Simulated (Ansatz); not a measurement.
An input for Ansatz 0.2.0 (KMgF3 (Pm-3m)):

```yaml
crystal:
  lattice:
    - [3.9859, 0.0, 0.0]
    - [0.0, 3.9859, 0.0]
    - [0.0, 0.0, 3.9859]
  atoms:
    - { symbol: K, position: [0.5, 0.5, 0.5] }
    - { symbol: Mg, position: [0.0, 0.0, 0.0] }
    - { symbol: F, position: [0.5, 0.0, 0.0] }
    - { symbol: F, position: [0.0, 0.5, 0.0] }
    - { symbol: F, position: [0.0, 0.0, 0.5] }
kpoints:
  mp_grid: { grid: [6, 6, 6] }
hamiltonian:
  xc: pbe
  pseudopotentials: { kind: paw, azcp: { folder: soft_1 } }
scf:
  occupations: { method: fixed }
gw:
  n_empty_bands: 143
  ecut_chi: 100
  qp_bands: [v2, c2]
  qp_kpoints: band_edges
  screening: { model: contour_deformation }
```

```sh
ansatz run input.yaml --threads 3 --pin off --max-ram 92160MiB --backend cuda --events-out ev --progress --plain --runs-dir out --devices 1 --max-vram 13GiB
```

**Question.** Estimate wall time and host memory on 1 × NVIDIA H100 80GB HBM3 (shared by 6 runs) with 3 threads of AMD EPYC 7R13 (Zen 3), shared host.

It took 35 s; on shared hardware allow 17 s to 69 s. Peak host memory was 1.2 GiB. The sizes that set the cost: 1237 plane waves a state, 20 irreducible k points, 163 bands summed, 147 plane waves in the screening and 8 SCF cycles.

The screening grows as filled bands × empty bands × pairs of k points, times the square of the screening basis for the matrix.

[Paths, hosts, dates, memory and timing lines, banners, echoed tables and standing remarks are left out of the program output.]

[Logs are printed without paths, hosts, clocks, repeated set-up lines and the standing remarks that a program may print on its own settings, such as how far it seeks lower states.]

[Runs of the session that timed out or met a known fault of the program may be left out.]

[Cells called generated may have been cut or substituted from an entry of the Crystallography Open Database or the Materials Project.]

[Hosts, paths, dates, database ids (printed as entryN), source tags and the programs' standing remarks are cut or masked in the printed files.]
